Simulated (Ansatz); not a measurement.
**Where P_Ga puts its levels in the gap of GaN (F-43m)**

Wanted: the transition levels of a substitutional impurity in GaN (F-43m), from a cell of 54 host atoms with 1 Ga taken out and 1 P put in.

Main program and level: Ansatz 0.2.0; place-levels on r2SCAN runs: charge-transition levels and formation energies with image-charge correction and potential alignment at the atomic sites; PAW set soft_1.

## Step 1: Set-up

The cell holds 54 atoms: 26 Ga, 27 N and 1 P. Its edges and angles: a = 9.542 Å, b = 9.542 Å, c = 9.542 Å, α = 60.0°, β = 60.0°, γ = 60.0°. It derives from GaN (space group F-43m). Nearest the centre at fractional (0.333, 0.667, 0.667): P35 at 0.00 Å, N30 at 1.95 Å, N18 at 1.95 Å, N34 at 1.95 Å, N36 at 1.95 Å, Ga33 at 3.18 Å, Ga51 at 3.18 Å, Ga29 at 3.18 Å.

Structure file:

```xyz
54
Lattice="0.0000 6.7473 6.7473 6.7473 0.0000 6.7473 6.7473 6.7473 0.0000" Properties=species:S:1:pos:R:3 pbc="T T T"
Ga    0.0000    0.0000    0.0000
N     1.1245    1.1245    1.1245
Ga    2.2491    2.2491    0.0000
N     3.3736    3.3736    1.1245
Ga    4.4982    4.4982    0.0000
N     5.6227    5.6227    1.1245
Ga    2.2491    0.0000    2.2491
N     3.3736    1.1245    3.3736
Ga    4.4982    2.2491    2.2491
N     5.6227    3.3736    3.3736
Ga    6.7473    4.4982    2.2491
N     7.8718    5.6227    3.3736
Ga    4.4982    0.0000    4.4982
N     5.6227    1.1245    5.6227
Ga    6.7473    2.2491    4.4982
N     7.8718    3.3736    5.6227
Ga    8.9964    4.4982    4.4982
N    10.1209    5.6227    5.6227
Ga    0.0000    2.2491    2.2491
N     1.1245    3.3736    3.3736
Ga    2.2491    4.4982    2.2491
N     3.3736    5.6227    3.3736
Ga    4.4982    6.7473    2.2491
N     5.6227    7.8718    3.3736
Ga    2.2491    2.2491    4.4982
N     3.3736    3.3736    5.6227
Ga    4.4982    4.4982    4.4982
N     5.6227    5.6227    5.6227
Ga    6.7473    6.7473    4.4982
N     7.8718    7.8718    5.6227
Ga    4.4982    2.2491    6.7473
N     5.6227    3.3736    7.8718
Ga    6.7473    4.4982    6.7473
N     7.8718    5.6227    7.8718
P     8.9964    6.7473    6.7473
N    10.1209    7.8718    7.8718
Ga    0.0000    4.4982    4.4982
N     1.1245    5.6227    5.6227
Ga    2.2491    6.7473    4.4982
N     3.3736    7.8718    5.6227
Ga    4.4982    8.9964    4.4982
N     5.6227   10.1209    5.6227
Ga    2.2491    4.4982    6.7473
N     3.3736    5.6227    7.8718
Ga    4.4982    6.7473    6.7473
N     5.6227    7.8718    7.8718
Ga    6.7473    8.9964    6.7473
N     7.8718   10.1209    7.8718
Ga    4.4982    4.4982    8.9964
N     5.6227    5.6227   10.1209
Ga    6.7473    6.7473    8.9964
N     7.8718    7.8718   10.1209
Ga    8.9964    8.9964    8.9964
N    10.1209   10.1209   10.1209
```

Screening for the image-charge correction: ε∞ = 6.00, ε0 = 10.56, computed on the host (DFPT, PBEsol, on the r2SCAN cell), and a cell off the functional's own equilibrium shifts the ionic part.

The cell's shortest repeat is 9.5 Å.

## Step 2: The runs of each charge state

Levels follow from differences of total energies between charge states, each relaxed by itself.

Each atom starts 0.05 Å or so off its site in a random direction: a symmetric start keeps its symmetry, and would miss off-centre moves and Jahn–Teller distortions. Forces are taken on a 2×2×2 shifted mesh. The cell holds 1 electron more than the neutral one, with a uniform background that keeps it neutral on the whole. The electron count is odd, so at least one spin is unpaired; this run locks the moment at 1 μB.

The sampling was tested on the host first: at the k-points planned (1x1x1 shifted 0.25 0.25 0.25) its energy lies 0.067 eV an atom from the dense-mesh value, so the final energies take a denser sampling.

One state's input; the others differ in charge, spin, start and seed, and in occupations where the table says so.

File qm1_M1.relax/input.yaml:

```yaml
crystal:
  lattice:
    - [0.0, 2.24909694, 2.24909694]
    - [2.24909694, 0.0, 2.24909694]
    - [2.24909694, 2.24909694, 0.0]
  atoms:
    - { symbol: Ga, position: [0.0, 0.0, 0.0] }
    - { symbol: "N", position: [0.25, 0.25, 0.25] }
  supercell: [3, 3, 3]
  defects: [{ substitution: { at: 34, symbol: P } }]
total_charge: -1
basis:
  ecutwfc: 500
  xc_grid: 2
hamiltonian:
  xc: r2scan
  pseudopotentials: { kind: paw, azcp: { folder: soft_1 } }
kpoints:
  mp_grid: { grid: [2, 2, 2], shift: [0.5, 0.5, 0.5] }
magnetization:
  spin_polarized: true
  initial_magnetization: 1
  spin_locking: { lock_magnetization: hard }
scf:
  occupations: { method: fixed }
  max_iter: 100
output:
  forces: true
  charged_corrections: { epsilon: 6.0, static_epsilon: 10.56 }
relax:
  f_tol: 0.02
  max_steps: 80
  random_displacement: { amplitude: 0.05, seed: 6651 }
checkpoint:
  write: "../qm1_M1.relax.run"
  compress: false
  write_wavefunctions: true
  write_every: 100000
```

Started as:

```console
$ ansatz run input.yaml --threads 4 --pin off --max-ram 15073MiB --backend cpu --events-out ev --progress --plain --runs-dir out
```

The run of this state that the levels use, under r2SCAN:

File qm1_M1.point/input.yaml:

```yaml
crystal:
  checkpoint: "../qm1_M1.relax.run"
  host: checkpoint
total_charge: -1
basis:
  ecutwfc: 500
  xc_grid: 2
hamiltonian:
  xc: r2scan
  pseudopotentials: { kind: paw, azcp: { folder: soft_1 } }
kpoints:
  mp_grid: { grid: [2, 2, 2], shift: [0.5, 0.5, 0.5] }
magnetization:
  spin_polarized: true
  initial_magnetization: 1
  spin_locking: { lock_magnetization: hard }
scf:
  occupations: { method: fixed }
  max_iter: 100
output:
  forces: true
  eigenvalues: true
  charged_corrections:
    epsilon: 6.0
    static_epsilon: 10.56
    defect_position: [0.333333, 0.666667, 0.666667]
  eigenstates: { localisation: true }
  populations: true
  efg: {}
checkpoint:
  read: "../qm1_M1.relax.run"
  write: "../qm1_M1.point.run"
  compress: false
  write_wavefunctions: false
  write_every: 100000
```

Relaxations under r2SCAN at a 2×2×2 shifted mesh; times on 4 threads of Arm Neoverse V1, shared host:

```tsv
charge	moment (μB)	occupations	outcome	steps	largest displacement against the far atoms (Å)	time
−1	1	fixed	converged	11	0.66	24 min
0	0	fixed	converged	10	0.25	8.7 min
+1	1	fixed	converged	8	0.25	19 min
+2	0	fixed	converged	6	0.24	5.5 min
0	2	fixed	converged	10	0.38	21 min
```

Single points under r2SCAN at a 2×2×2 shifted mesh; times on 4 threads of Arm Neoverse V1, shared host:

```tsv
charge	moment (μB)	occupations	outcome	time
−1	1	fixed	converged	2 min
0	0	fixed	converged	57 s
+1	1	fixed	converged	2 min
+2	0	fixed	converged	51 s
0	2	fixed	converged	2.1 min
```

Distances (Å) from P35 to the nearest atoms after relaxation with r2SCAN:

```tsv
charge	moment (μB)	1.	2.	3.	4.	5.	6.
−1	1	N 1.91	N 1.91	N 1.91	Ga 2.65	Ga 2.66	Ga 2.66
0	0	N 1.70	N 1.70	N 1.70	N 1.70	Ga 3.18	Ga 3.18
0	2	N 1.82	N 1.82	N 1.82	N 2.46	Ga 2.90	Ga 2.90
+1	1	N 1.70	N 1.70	N 1.70	N 1.70	Ga 3.19	Ga 3.19
+2	0	N 1.71	N 1.71	N 1.71	N 1.71	Ga 3.19	Ga 3.19
```

## Step 3: Levels against the band edges, r2SCAN

A charged cell interacts with its images and the background, and its potential has another zero than the host's. place-levels removes the first by a point-charge model, screened by the static dielectric constant since the ions have relaxed around the charge, and the second by comparing potentials at atoms far from the defect.

The host is a run of the defect-free crystal in the same cutoffs, grids and k-points, so that basis and sampling errors cancel in part in the differences. The host is run in a cell of 2 atoms on a matching mesh. Its band edges are searched through the zone by a band path, so the gap is smaller than, or equal to, that on the mesh. Chemical potentials are energies per atom of Ga (alpha-Ga (Cmce)) and P (black phosphorus), run with the same functional and cutoff.

File levels.point.yaml:

```yaml
host:
  run: host.point.run
states: [qm1_M1.point.run, q0.point.run, qp1_M1.point.run, qp2.point.run, q0_M2.point.run]
geometry_from:
  qm1_M1.point.run: qm1_M1.relax.run
  q0.point.run: q0.relax.run
  qp1_M1.point.run: qp1_M1.relax.run
  qp2.point.run: qp2.relax.run
  q0_M2.point.run: q0_M2.relax.run
  host.point.run: host.relax.run
chemical_potentials:
  Ga:
    energy: -3790.270342
    dataset: <sha256 of the dataset>
  P:
    energy: -759.166194
    dataset: "<sha256 of the dataset>"
epsilon: 6.0
static_epsilon: 10.56
vertical:
  - { from: qm1_M1.point.run, to: qm1_M1.point_neutral.run }
  - { from: qp1_M1.point.run, to: qp1_M1.point_neutral.run }
  - { from: qp2.point.run, to: qp2.point_neutral.run }
```

Started as:

```console
$ ansatz place-levels levels.point.yaml -- --threads 4 --pin off --max-ram 15073MiB
```

Numbers of over 12 decimals in the logs are rounded to 6 here.

Log:

```text
[... repeated set-up lines and file paths are left out, and long positions are rounded to six places ...]
(+2/+1) 2.205 eV above the valence edge (+2.785 eV without the band-filling correction), in the conduction band; not on the lower envelope
(+1/0) 2.172 eV above the valence edge (+3.103 eV without the band-filling correction), in the conduction band; not on the lower envelope
(0/-1) 4.230 eV above the valence edge (+3.363 eV without the band-filling correction), in the conduction band
(+2/0) 2.189 eV above the valence edge (+2.944 eV without the band-filling correction), in the conduction band: charges between them are lowest nowhere
formation energy of charge +2: -1.643 eV with the Fermi level at the valence edge
formation energy of charge +1: +0.562 eV with the Fermi level at the valence edge
formation energy of charge 0: +2.735 eV with the Fermi level at the valence edge
formation energy of charge -1: +6.964 eV with the Fermi level at the valence edge
vertical -1 to 0: no energy, since no alignment is typed
  the change from vertical[0].from (qm1_M1.point.run) to vertical[0].to (qm1_M1.point_neutral.run): by its potential at epsilon 6 it stands at 0.377 0.709 0.713, with an rms radius of about 1.6 Å (0.7 1.2 0.7 Å across the planes of the cell's vectors); [...]
vertical +1 to 0: no energy, since no alignment is typed
  the change from vertical[1].from (qp1_M1.point.run) to vertical[1].to (qp1_M1.point_neutral.run): by its potential at epsilon 6 it stands at 0.448 0.780 0.781, with an rms radius of about 4.1 Å (2.4 2.4 2.4 Å across the planes of the cell's vectors); [...]
vertical +2 to 0: no energy, since no alignment is typed
  the change from vertical[2].from (qp2.point.run) to vertical[2].to (qp2.point_neutral.run): by its potential at epsilon 6 it stands at 0.444 0.778 0.779, with an rms radius of about 4.1 Å (2.3 2.4 2.4 Å across the planes of the cell's vectors); [...]
  edges by r2scan, gap 2.168 eV; the host is sampled to repeats of 19.08 Å
  the defect's cells are sampled to repeats of 19.08 Å, like sampling
  charge +2: -109751.5962 eV with its correction of +0.712 eV, at epsilon 10.56, aligned at sites: -0.1072 eV, mean over 19 atomic sites at or beyond 4.77 Å from the defect at [0.3333, 0.6667, 0.6667], with +0.000000 for the charge's moments and without [...]
  charge +1: -109739.3614 eV with its correction of +0.214 eV, at epsilon 10.56, aligned at sites: -0.0180 eV, mean over 19 atomic sites at or beyond 4.77 Å from the defect at [0.3333, 0.6667, 0.6667], with +0.000000 for the charge's moments and without [...]
  charge 0: +0.000 eV for its dipole among its images, +0.000 omitted
  charge -1: -109713.9967 eV with its correction of +0.241 eV, at epsilon 10.56, aligned at sites: -0.0098 eV, mean over 19 atomic sites at or beyond 4.77 Å from the defect at [0.3333, 0.6667, 0.6667], with -0.000000 for the charge's moments and without [...]
  charge 0: states[4] (q0_M2.point.run) stands 0.590 eV higher, with a moment of 2.00 μB against 0.00
  of states[3] (qp2.point.run): it parts from the run at its places by a charge that spreads by about 2.4 Å along one vector (1.3 Å or more is wide), by its potential at epsilon 6, taken for that of held ions (one typed too small widens it), where the cell [...]
  of states[2] (qp1_M1.point.run): it parts from the run at its places by a charge that spreads by about 2.4 Å along one vector (1.3 Å or more is wide), by its potential at epsilon 6, taken for that of held ions (one typed too small widens it), where the cell [...]
  of states[1] (q0.point.run): a band-filling correction moves a carrier to the host's band edge, which changes its energy by -1.511 eV; [...]
  of states[0] (qm1_M1.point.run): a band-filling correction moves a carrier to the host's band edge, which changes its energy by -0.644 eV; [...]
  of states[4] (q0_M2.point.run): stability_check_not_made
  of vertical[0].from (qm1_M1.point.run): stability_check_not_made
  of vertical[1].from (qp1_M1.point.run): stability_check_not_made; [...]
  of vertical[2].from (qp2.point.run): it parts from the run at its places by a charge that spreads by about 2.4 Å along one vector (1.3 Å or more is wide), by its potential at epsilon 6, taken for that of held ions (one typed too small widens it), where the [...]
```

It took 0.5 s on 4 threads of Arm Neoverse V1, shared host.

Levels between the charges placed, in eV above the valence top:

```tsv
	gap (eV)	(+2/+1)	(+1/0)	(0/−1)
r2SCAN	2.17	2.20	2.17	4.23
```

Corrections by state:

```tsv
charge	moment (μB)	image terms and alignment (eV)	band filling (eV)	ε used	over the lowest of its charge, as the program ranks them, band filling apart (eV)
+2	0.0	0.712	-	10.56	0.000
+1	1.0	0.214	-0.580	10.56	0.000
0	0.0	0.000	-1.511	-	0.000
−1	1.0	0.241	-0.644	10.56	0.000
0	2.0	0.000	-	-	0.590
```

The charged structures listed were also run neutral, and place-levels reads from each pair, by the potential or the spins, how wide the charge is by which they differ; that can be the carrier of either run.

```tsv
charge	rms radius (Å)	spread where it is widest against the cell (Å)	wide from (Å)	reading
+2	4.1	2.35	1.35	wide
+1	4.1	2.39	1.35	wide
−1	1.6	1.19	1.35	narrow
```

The neutral runs of these pairs need not share the spin of the lowest neutral state, and very wide values only mean spread over the cell.

From the program's caveats on the states, each cut to its opening words:

- charge +2, +1 (1 μB): it parts from the run at its places by a charge that spreads by about 2.4 Å along one vector (1.3 Å or more is wide), by its potential at epsilon 6, taken for [...]
- charge +2: its alignment with the host at atomic sites is doubtful: the mean over the far sites moves by -0.2409 eV from their farther parts to their nearer, more than [...]
- charge +1 (1 μB): a band-filling correction moves a carrier to the host's band edge, which changes its energy by -0.580 eV
- charge +1 (1 μB): its alignment with the host at atomic sites is doubtful: the mean over the far sites moves by -0.2023 eV from their farther parts to their nearer, more than [...]
- charge +1 (1 μB), −1 (1 μB), 0 (2 μB): flagged: stability check not made
- charge 0: a band-filling correction moves a carrier to the host's band edge, which changes its energy by -1.511 eV
- charge 0: its alignment with the host at atomic sites is doubtful: the mean over the far sites moves by -0.1694 eV from their farther parts to their nearer, more than [...]
- charge −1 (1 μB): a band-filling correction moves a carrier to the host's band edge, which changes its energy by -0.644 eV
- charge −1 (1 μB): its alignment with the host at atomic sites is doubtful: the mean over the far sites moves by +0.1352 eV from their farther parts to their nearer, more than [...]

Formation energies (eV), elemental references (Δμ(Ga) = 0.00 eV, Δμ(P) = 0.00 eV):

```tsv
charge	Fermi level at the valence top	at the conduction bottom
+2	-1.64	2.69
+1	0.56	2.73
0	2.73	2.73
−1	6.96	4.80
```

## Step 4: What came out

```
gap of the host                                                             : 2.17 eV (r2SCAN)
level (plus 2/plus 1)                                                       : 2.20 eV above the valence top, past the conduction bottom, not a change between lowest states (2.79 eV above the valence top without the band-filling term)
level (plus 1/0)                                                            : 2.17 eV above the valence top, at the conduction bottom, not a change between lowest states (3.10 eV above the valence top without the band-filling term)
level (0/minus 1)                                                           : 4.23 eV above the valence top, past the conduction bottom (3.36 eV above the valence top without the band-filling term)
lowest of the charges placed, just above the valence top (0.02 eV)          : +2
lowest of the charges placed, just below the conduction bottom (0.02 eV)    : +2
lowest formation energy at mid-gap of the charges run, elemental references : 0.53 eV
```

What this shows: Of the charges placed (−1, 0, +1 and +2), +2 is the lowest from 0.02 eV above the valence top to 0.02 eV below the conduction bottom, a gap of 2.17 eV. Charges above +2 were not placed, so these runs say nothing of levels that involve them. States placed: +2 at 0 μB; +1 at 1 μB; 0 at 0 μB and 2 μB; −1 at 1 μB. Other spin states or structures, where not listed, weren't placed. The program finds carriers beyond a band edge of the host and adds a band-filling term at charge −1 (-0.64 eV), 0 (-1.51 eV) and +1 (-0.58 eV); steps to such a charge show no bound level, and a defect level inside a band would be read the same way. P is taken at its element; compounds, which aren't counted here, bound the chemical potentials and would shift these formation energies. The program doubts the alignment of potentials for at least one state, a sign that the cell is small. Keep in mind: r2SCAN makes the gap too small and tends to spread out bound carriers; where a gas molecule sets a chemical potential or the host's formation energy, its binding is uncorrected.

[Logs are printed without paths, hosts, clocks, repeated set-up lines and the standing remarks that a program may print on its own settings, such as how far it seeks lower states.]

[Hosts, paths, dates, database ids (printed as entryN), source tags and the programs' standing remarks are cut or masked in the printed files.]

[Where a table of states has a column of steps, it counts the stored structures, which are thinned; the runs took as many ionic steps or more.]

[A defect's name tells the site on which it was built; relaxed atoms can leave that site.]

[For some hosts the program warned that the k-mesh of the response run may be too coarse for force constants and the static dielectric constant; such warnings are not shown here.]
